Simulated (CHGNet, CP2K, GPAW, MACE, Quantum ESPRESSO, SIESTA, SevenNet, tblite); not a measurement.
# Running generalised stacking fault on (111) (shuffle set) of a GaAs-GaSb solid solution (48 atoms) with CP2K, part 2 of 2

How do the settings of CP2K change the result for generalised stacking fault on (111) (shuffle set) of a GaAs-GaSb solid solution (48 atoms)? A plane-wave run serves as the yardstick.

Program: CP2K 2026.2; the method stands at each step. Banners, paths, timers and routine set-up lines are dropped from the logs unmarked, and long logs keep their key lines alone; longer cuts are marked.

So far. Step 2 (PBE, DZVP-UZH, 800/60 Ry, diagonalisation): Forces lie 3.4 % from the reference's, at 0.14 times its CPU time (on 2 against 4 cores). Step 3 (PBE, TZVP-MOLOPT (SR for Ga, Sb, As), 800/60 Ry …): Against the first run (3.4 %), the force difference from the reference is 3.3 %, at 1.0 times the CPU time (on 4 against 2 cores), with 1224 basis functions against 912; this set comes with other potentials too, so the change isn't the basis's alone.

### 4. PBE, SZV-MOLOPT-SR, 800/60 Ry, diagonalisation

Method: Kohn-Sham DFT, PBE, GTH-PBE pseudopotentials, Gaussian and plane waves, SZV-MOLOPT-SR-GTH, diagonalisation.

Input file input.inp:

```
&GLOBAL
  PROJECT cell
  RUN_TYPE ENERGY_FORCE
  PRINT_LEVEL LOW
&END GLOBAL
&FORCE_EVAL
  METHOD QS
  STRESS_TENSOR ANALYTICAL
  &DFT
    BASIS_SET_FILE_NAME BASIS_MOLOPT
    POTENTIAL_FILE_NAME GTH_POTENTIALS
    &MGRID
      CUTOFF 800
      REL_CUTOFF 60
      NGRIDS 5
    &END MGRID
    &QS
      EPS_DEFAULT 1.0E-12
    &END QS
    &SCF
      SCF_GUESS ATOMIC
      EPS_SCF 5.0E-06
      MAX_SCF 200
      ADDED_MOS 24
      &DIAGONALIZATION
        ALGORITHM STANDARD
      &END DIAGONALIZATION
      &SMEAR ON
        METHOD FERMI_DIRAC
        ELECTRONIC_TEMPERATURE [K] 580
      &END SMEAR
      &MIXING
        METHOD BROYDEN_MIXING
        ALPHA 0.15
        NBROYDEN 12
      &END MIXING
      &PRINT
        &RESTART OFF
        &END RESTART
      &END PRINT
    &END SCF
    &XC
      &XC_FUNCTIONAL PBE
      &END XC_FUNCTIONAL
    &END XC
    &PRINT
      &MULLIKEN ON
      &END MULLIKEN
      &HIRSHFELD ON
        SHAPE_FUNCTION DENSITY
      &END HIRSHFELD
      &MO ON
        EIGENVALUES T
        OCCUPATION_NUMBERS T
        MO_INDEX_RANGE 205 228
        &EACH
          QS_SCF 0
        &END EACH
        ADD_LAST NUMERIC
      &END MO
    &END PRINT
  &END DFT
  &SUBSYS
    &CELL
      A 8.26650 0.00000 0.00000
      B 0.00000 7.15900 0.00000
      C 3.44440 0.00000 20.24871
    &END CELL
    &TOPOLOGY
      COORD_FILE_NAME structure.xyz
      COORD_FILE_FORMAT XYZ
    &END TOPOLOGY
    &KIND Ga
      BASIS_SET SZV-MOLOPT-SR-GTH-q13
      POTENTIAL GTH-PBE-q13
    &END KIND
    &KIND Sb
      BASIS_SET SZV-MOLOPT-SR-GTH-q5
      POTENTIAL GTH-PBE-q5
    &END KIND
    &KIND As
      BASIS_SET SZV-MOLOPT-SR-GTH-q5
      POTENTIAL GTH-PBE-q5
    &END KIND
  &END SUBSYS
  &PRINT
    &FORCES ON
    &END FORCES
    &STRESS_TENSOR ON
    &END STRESS_TENSOR
  &END PRINT
&END FORCE_EVAL
```

Input file structure.xyz:

```xyz
48

Ga 6.19560 3.57843 19.02812
Sb 6.18875 3.55616 1.31718
Ga 6.23814 5.91398 2.13725
As 6.11322 5.98328 4.63209
Ga 10.32116 3.53733 19.05728
As 2.04802 3.56325 1.24064
Ga 2.04412 5.93517 2.10607
As 2.07169 5.97061 4.61144
Ga 4.14888 0.00064 18.99835
As 4.12215 7.14733 1.28478
Ga 4.17924 2.42604 2.04512
As 4.13093 2.40177 4.62298
Ga 4.10640 4.73396 5.45946
As 4.13143 4.70361 8.04319
Ga 6.22692 1.20436 5.48274
Sb 6.19515 1.19527 8.00816
Ga 6.18773 3.55523 8.86306
Sb 6.18006 3.54041 11.40914
Ga 6.24970 5.94641 12.25978
Sb 6.15461 6.00719 14.79351
[... 24 atom lines left out ...]
Ga 8.25130 4.74921 15.64476
As 8.23482 4.76496 18.08412
Ga 10.34884 1.19147 15.66177
Sb 10.30494 1.25111 18.14062
```

Launch:

```bash
$ OMP_NUM_THREADS=1 cp2k.psmp -i input.inp > output.txt
```

Numbers of over 12 decimals in the logs are rounded to 6 here.

Output:

```text
CP2K| version string:                                       CP2K version 2026.2
 CP2K| Input file name                                                 input.inp
 GLOBAL| Basis set file name                                        BASIS_MOLOPT
 GLOBAL| Potential file name                                      GTH_POTENTIALS
[... lines left out ...]
 Number of electrons:                                                        432
[... lines left out ...]
  Step     Update method      Time    Convergence         Total energy    Change
[... lines left out ...]
  *** SCF run converged in    17 steps ***
[... lines left out ...]
  Fermi energy:                                                 0.181256
  Total energy:                                             -1932.960690
  Total energy (extrapolated to T->0):                      -1932.959699
[... lines left out ...]
 MO| E(Fermi):            0.181256 a.u.          4.932227 eV
[... lines left out ...]
 ENERGY| Total FORCE_EVAL ( QS ) energy [hartree]          -1932.960641
[... lines left out ...]
 FORCES|      1  5.94223460E-03 -5.44943087E-03  1.15326794E-02   1.40715721E-02
 FORCES|      2  2.42373693E-02  2.30193291E-02 -2.91526975E-02   4.43533466E-02
 FORCES|      3 -3.68249352E-02  1.37707907E-02  2.22340795E-02   4.51670767E-02
[...]
FORCES|     47 -5.60312638E-03 -1.27873859E-02 -3.80253409E-02   4.05072687E-02
 FORCES|     48  8.97372093E-03 -1.69135158E-02  2.88454326E-03   1.93627290E-02
 FORCES| Sum    -2.32336331E-03  3.17731936E-03 -2.05748580E-03
 FORCES| Total atomic force                                       4.44146634E-03
 STRESS| Analytical stress tensor [bar]
 STRESS|                        x                   y                   z
 STRESS|      x        1.23634522426E+05   2.44548958967E+03   9.15452712391E+03
 STRESS|      y        2.44548958967E+03   3.36284247360E+04  -4.36216637604E+03
 STRESS|      z        9.15452712391E+03  -4.36216637604E+03   4.68024150648E+04
 STRESS| 1/3 Trace                                             6.80217874089E+04
```

The job ended after 3.6 min (1 thread of Arm Neoverse V2, shared host; peak memory 5.1 GiB).

Against the reference:

- r.m.s. force component: 0.9353 eV/Å
- r.m.s. difference of force components: 190.7 meV/Å
- longest difference of force vectors: 581.4 meV/Å
- force difference over r.m.s. force: 24.41 %
- slope of forces against the reference's: 1.187
- correlation of force components: 0.9913
- pressure: 6.802 GPa
- pressure difference: 1.802 GPa

This is a coarse setting, run to see what it loses.

Against the first run (3.4 %), the force difference from the reference is 24 %, at 0.59 times the CPU time (on 1 against 2 cores), with 312 basis functions against 912; this set comes with other potentials too, so the change isn't the basis's alone.

### 5. PBE, TZVP-UZH, 800/60 Ry, diagonalisation

Method: Kohn-Sham DFT, PBE, GTH-PBE pseudopotentials, Gaussian and plane waves, TZVP-MOLOPT (UZH set), diagonalisation.

Changes to input.inp since step 4:

```diff
@@ -9,4 +9,4 @@
   &DFT
-    BASIS_SET_FILE_NAME BASIS_MOLOPT
-    POTENTIAL_FILE_NAME GTH_POTENTIALS
+    BASIS_SET_FILE_NAME BASIS_MOLOPT_UZH
+    POTENTIAL_FILE_NAME POTENTIAL_UZH
     &MGRID
@@ -23,3 +23,3 @@
       MAX_SCF 200
-      ADDED_MOS 24
+      ADDED_MOS 33
       &DIAGONALIZATION
@@ -68,8 +68,31 @@
     &END CELL
-    &TOPOLOGY
-      COORD_FILE_NAME structure.xyz
-      COORD_FILE_FORMAT XYZ
-    &END TOPOLOGY
+    &COORD
+      Ga 6.19560 3.57843 19.02812
+      Sb 6.18875 3.55616 1.31718
+      Ga 6.23814 5.91398 2.13725
+      As 6.11322 5.98328 4.63209
+      Ga 10.32116 3.53733 19.05728
+      As 2.04802 3.56325 1.24064
+      Ga 2.04412 5.93517 2.10607
+      As 2.07169 5.97061 4.61144
+      Ga 4.14888 0.00064 18.99835
+      As 4.12215 7.14733 1.28478
+      Ga 4.17924 2.42604 2.04512
+      As 4.13093 2.40177 4.62298
+      Ga 4.10640 4.73396 5.45946
+      As 4.13143 4.70361 8.04319
+      Ga 6.22692 1.20436 5.48274
+      Sb 6.19515 1.19527 8.00816
+      Ga 6.18773 3.55523 8.86306
+      Sb 6.18006 3.54041 11.40914
+      Ga 6.24970 5.94641 12.25978
+      Sb 6.15461 6.00719 14.79351
+[... 24 atom lines left out ...]
+      Ga 8.25130 4.74921 15.64476
+      As 8.23482 4.76496 18.08412
+      Ga 10.34884 1.19147 15.66177
+      Sb 10.30494 1.25111 18.14062
+    &END COORD
     &KIND Ga
-      BASIS_SET SZV-MOLOPT-SR-GTH-q13
+      BASIS_SET TZVP-MOLOPT-PBE-GTH-q13
       POTENTIAL GTH-PBE-q13
@@ -77,3 +100,3 @@
     &KIND Sb
-      BASIS_SET SZV-MOLOPT-SR-GTH-q5
+      BASIS_SET TZVP-MOLOPT-PBE-GTH-q5
       POTENTIAL GTH-PBE-q5
@@ -81,3 +104,3 @@
     &KIND As
-      BASIS_SET SZV-MOLOPT-SR-GTH-q5
+      BASIS_SET TZVP-MOLOPT-PBE-GTH-q5
       POTENTIAL GTH-PBE-q5
```

Launch:

```bash
$ OMP_NUM_THREADS=1 mpirun -np 4 cp2k.psmp -i input.inp > output.txt
```

Output:

```text
CP2K| version string:                                       CP2K version 2026.2
 CP2K| Input file name                                                 input.inp
 GLOBAL| Basis set file name                                    BASIS_MOLOPT_UZH
 GLOBAL| Potential file name                                       POTENTIAL_UZH
 GLOBAL| Run type                                                   ENERGY_FORCE
 GLOBAL| Total number of message passing processes                             4
 GLOBAL| Number of threads for this process                                    1
 TOTAL NUMBERS AND MAXIMUM NUMBERS
  Total number of            - Atomic kinds:                                   3
                             - Atoms:                                         48
[... lines left out ...]
                        Smear method:                                FERMI_DIRAC
[... lines left out ...]
 Number of electrons:                                                        432
[... lines left out ...]
  Step     Update method      Time    Convergence         Total energy    Change
[... lines left out ...]
  *** SCF run converged in    15 steps ***
[... lines left out ...]
  Fermi energy:                                                 0.161673
  Total energy:                                             -1933.799741
  Total energy (extrapolated to T->0):                      -1933.796818
[... lines left out ...]
 MO| E(Fermi):            0.161673 a.u.          4.399341 eV
[... lines left out ...]
 !-----------------------------------------------------------------------------!
 !-----------------------------------------------------------------------------!
                           Hirshfeld Charges
  #Atom  Element  Kind  Ref Charge     Population                    Net charge
      1       Ga     1      13.000         12.889                         0.111
      2       Sb     2       5.000          5.038                        -0.038
      3       Ga     1      13.000         12.894                         0.106
[...]
47       Ga     1      13.000         12.873                         0.127
     48       Sb     2       5.000          5.041                        -0.041
  Total Charge                                                           -0.000
 !-----------------------------------------------------------------------------!
 ENERGY| Total FORCE_EVAL ( QS ) energy [hartree]          -1933.799805
 FORCES| Atomic forces [hartree/bohr]
 FORCES|   Atom     x               y               z               |f|
 FORCES|      1  1.08027671E-02 -2.57852240E-03  1.27784348E-02   1.69303559E-02
 FORCES|      2  1.63846220E-02  1.87999086E-02 -2.40324773E-02   3.46331108E-02
 FORCES|      3 -3.04708738E-02  1.12609197E-02  2.18750396E-02   3.91637564E-02
[...]
FORCES|     47 -2.65072116E-03 -1.06309996E-02 -3.56791689E-02   3.73235525E-02
 FORCES|     48  5.14051200E-03 -1.37322520E-02  3.78002651E-03   1.51422657E-02
 FORCES| Sum    -2.23089543E-03  2.92159067E-03 -2.01782974E-03
 FORCES| Total atomic force                                       4.19335467E-03
 STRESS| Analytical stress tensor [bar]
 STRESS|                        x                   y                   z
 STRESS|      x        1.17767833330E+05   2.85655728125E+03   5.05619743933E+03
 STRESS|      y        2.85655728125E+03   2.18623796523E+04  -1.01274978522E+03
 STRESS|      z        5.05619743933E+03  -1.01274978522E+03   3.23120954864E+04
 STRESS| 1/3 Trace                                             5.73141028228E+04
```

Elapsed: 1.7 min, on 4 MPI ranks; peak memory 7.8 GiB; 6.9 min of CPU time.

Compared with the plane-wave run:

```yaml
r_m_s_force_component: 0.7935 eV/Å
r_m_s_difference_of_force_components: 25.57 meV/Å
longest_difference_of_force_vectors: 97.14 meV/Å
force_difference_over_r_m_s_force: 3.273 %
slope_of_forces_against_the_reference_s: 1.015
correlation_of_force_components: 0.9996
pressure: 5.731 GPa
pressure_difference: 0.7317 GPa
```

Against the first run (3.4 %), the force difference from the reference is 3.3 %, at 1.1 times the CPU time (on 4 against 2 cores), with 1224 basis functions against 912.

The difference per atom is largest on Ga (0.056 eV/Å on average, against 0.016 on Sb).

### 6. A run with a doubtful setting

Changes to input.inp since step 5:

```diff
@@ -17,3 +17,3 @@
     &QS
-      EPS_DEFAULT 1.0E-12
+      EPS_DEFAULT 1.0E-04
     &END QS
@@ -21,4 +21,4 @@
       SCF_GUESS ATOMIC
-      EPS_SCF 5.0E-06
-      MAX_SCF 200
+      EPS_SCF 1.0E-06
+      MAX_SCF 25
       ADDED_MOS 33
@@ -34,3 +34,3 @@
         ALPHA 0.15
-        NBROYDEN 12
+        NBROYDEN 8
       &END MIXING
@@ -72,3 +72,3 @@
     &KIND Ga
-      BASIS_SET TZVP-MOLOPT-PBE-GTH-q13
+      BASIS_SET DZVP-MOLOPT-PBE-GTH-q13
       POTENTIAL GTH-PBE-q13
@@ -76,3 +76,3 @@
     &KIND Sb
-      BASIS_SET TZVP-MOLOPT-PBE-GTH-q5
+      BASIS_SET DZVP-MOLOPT-PBE-GTH-q5
       POTENTIAL GTH-PBE-q5
@@ -80,3 +80,3 @@
     &KIND As
-      BASIS_SET TZVP-MOLOPT-PBE-GTH-q5
+      BASIS_SET DZVP-MOLOPT-PBE-GTH-q5
       POTENTIAL GTH-PBE-q5
```

Launch:

```bash
$ OMP_NUM_THREADS=2 cp2k.psmp -i input.inp > output.txt
```

Output:

```text
CP2K| version string:                                       CP2K version 2026.2
 CP2K| Input file name                                                 input.inp
 GLOBAL| Basis set file name                                    BASIS_MOLOPT_UZH
 GLOBAL| Potential file name                                       POTENTIAL_UZH
 GLOBAL| Run type                                                   ENERGY_FORCE
 GLOBAL| Total number of message passing processes                             1
 GLOBAL| Number of threads for this process                                    2
[... lines left out ...]
                             - Non-local part of the GTH pseudopotential:      4
 SCF PARAMETERS         Density guess:                                    ATOMIC
                        max_scf:                                              25
                        eps_scf:                                        1.00E-06
                        added MOs                                        33    0
                        Mixing method:                            BROYDEN_MIXING
                                                charge density mixing in g-space
                        Smear method:                                FERMI_DIRAC
                        Electronic temperature [K]:                        580.0
                        Electronic temperature [a.u.]:                  1.84E-03
                        Accuracy threshold:                             1.00E-10
 *   ___                                                                       *
 *  /   \                                                                      *
 * [ABORT]                                                                     *
 *  \___/    Cholesky decompose failed: the matrix is not positive definite or *
 *    |                              ill-conditioned.                          *
 *  O/|                                                                        *
 * /| |                                                                        *
```

Wall time 2.6 s (2 threads); peak memory 0.82 GiB.

The run ended with an error. The fault in the input: integrals screened far too loosely (EPS_DEFAULT 0.0001).

### 7. All runs compared

Differences are against the plane-wave reference, forces as r.m.s. over components; share is that over the reference's r.m.s. force, slope the least-squares factor from reference forces to these. Total energies of different programs have different zeros and aren't compared.

| run | Δ force, r.m.s. (meV/Å) | share (%) | slope | Δ pressure (GPa) | cores | CPU time | memory (GiB) |
| --- | --- | --- | --- | --- | --- | --- | --- |
| reference | - | - | - | - | 4 | 43 min | 4.7 |
| CP2K PBE, DZVP-UZH, 800/60 Ry, diagonalisation | 26.8 | 3.43 | 1.020 | 0.902 | 2 | 6.2 min | 5.2 |
| CP2K PBE, TZVP-MOLOPT (SR for Ga, Sb, As), 800/60 Ry, diagonalisation | 25.7 | 3.28 | 1.018 | 0.802 | 4 | 6.3 min | 7.4 |
| CP2K PBE, SZV-MOLOPT-SR, 800/60 Ry, diagonalisation (coarse) | 191 | 24.4 | 1.187 | 1.80 | 1 | 3.6 min | 5.1 |
| CP2K PBE, TZVP-UZH, 800/60 Ry, diagonalisation | 25.6 | 3.27 | 1.015 | 0.732 | 4 | 6.9 min | 7.8 |

Rows marked coarse were listed beforehand as settings not expected to be converged; some can still land near the reference.

CPU time is summed over cores on a shared host, where runs went side by side, so it is rough. Symmetry, cutoffs, thresholds, outputs and thread counts weren't matched or tuned between programs; memory under MPI is the largest rank's times the ranks.

Mean charges by element (e), by run and scheme:

| run | scheme | Ga | Sb | As |
| --- | --- | --- | --- | --- |
| CP2K PBE, DZVP-UZH, 800/60 Ry, diagonalisation | Mulliken | -0.03 | +0.32 | -0.18 |
| CP2K PBE, DZVP-UZH, 800/60 Ry, diagonalisation | Hirshfeld | +0.11 | -0.04 | -0.16 |
| CP2K PBE, TZVP-MOLOPT (SR for Ga, Sb, As), 800/60 Ry, diagonalisation | Mulliken | -0.27 | +0.39 | +0.18 |
| CP2K PBE, TZVP-MOLOPT (SR for Ga, Sb, As), 800/60 Ry, diagonalisation | Hirshfeld | +0.11 | -0.04 | -0.16 |
| CP2K PBE, TZVP-UZH, 800/60 Ry, diagonalisation | Mulliken | -0.23 | +0.20 | +0.24 |
| CP2K PBE, TZVP-UZH, 800/60 Ry, diagonalisation | Hirshfeld | +0.11 | -0.05 | -0.16 |

A second geometry, displaced anew (every atom was moved at random, 0.06 Å r.m.s. a Cartesian component), gives an energy difference that all programs can be tested on. The reference puts it at 24.54 meV/atom.

| run | energy less the first geometry's (meV/atom) | error (meV/atom) | force share at the second geometry (%) |
| --- | --- | --- | --- |
| CP2K PBE, DZVP-UZH, 800/60 Ry, diagonalisation | 25.00 | 0.463 | 3.55 |
| CP2K PBE, TZVP-MOLOPT (SR for Ga, Sb, As), 800/60 Ry, diagonalisation | 24.89 | 0.351 | 3.36 |
| CP2K PBE, SZV-MOLOPT-SR, 800/60 Ry, diagonalisation | 39.56 | 15.0 | 30.8 |
| CP2K PBE, TZVP-UZH, 800/60 Ry, diagonalisation | 24.55 | 0.006 | 3.20 |

### 8. Results

| Property | Result |
| --- | --- |
| nearest in forces | a tie at 3.3 % of 2 runs: CP2K PBE, TZVP-MOLOPT (SR for Ga, Sb, As), 800/60 Ry, diagonalisation; CP2K PBE, TZVP-UZH, 800/60 Ry, diagonalisation |

In words: The PBE runs in local orbitals, coarse settings apart, differ by 3.3 % (CP2K PBE, TZVP-UZH, 800/60 Ry, diagonalisation) to 3.4 % (CP2K PBE, DZVP-UZH, 800/60 Ry, diagonalisation); basis, grid and potentials can all enter. Runs with settings chosen to be coarse differ by 24 % (CP2K PBE, SZV-MOLOPT-SR, 800/60 Ry, diagonalisation), their programs' other errors included. Of the electronic-structure runs that take under half the reference's CPU time, CP2K PBE, TZVP-UZH, 800/60 Ry, diagonalisation is among the nearest, at 3.3 % in 6.9 min against 43 min. CP2K PBE, SZV-MOLOPT-SR, 800/60 Ry, diagonalisation stiffens the forces by a factor of 1.19 while following their directions (correlation 0.991); the slopes of the 4 CP2K runs lie between 1.02 and 1.19. In pressure, CP2K PBE, SZV-MOLOPT-SR, 800/60 Ry, diagonalisation misses by +1.8 GPa, at the same functional. Charges hang on scheme and program or settings: among these rows the mean for As runs from -0.18 to +0.24 e, even in sign. The energy difference between the two geometries, 24.5 meV/atom in the reference, is met best by CP2K PBE, TZVP-UZH, 800/60 Ry, diagonalisation (+0.006) and worst by CP2K PBE, SZV-MOLOPT-SR, 800/60 Ry, diagonalisation (coarse) (+15). The potentials hold different valence shells: 532 electrons in the reference, 432 in CP2K with TZVP-UZH; this bears on time and differences. The reference's pressure holds the uncorrected Pulay stress of its 70 Ry basis, so small pressure differences, and their order, may be the reference's own error. The reference's stress is far from hydrostatic: its diagonal is 11.0, 1.5, 2.5 GPa, compression counted positive. The host structure and its lattice constant were typed by rule, without a check against the phase diagram. The reference's pressure of 5.0 GPa belongs to a cell and atoms that aren't relaxed at this level. The electronic-structure runs sample only Γ, in a cell whose shortest periodic width is 7 Å, which is coarse for a cell with partly filled levels. Spin–orbit coupling is left out, which matters for the levels of the heavy elements.

[Also dropped from logs without a mark: logging warnings of Python, and SIESTA's first energy breakdown and zero terms.]

[Logs are printed without paths, hosts, clocks, repeated set-up lines and the standing remarks that a program may print on its own settings, such as how far it seeks lower states.]

[Hosts, paths, dates, database ids (printed as entryN), source tags and the programs' standing remarks are cut or masked in the printed files.]
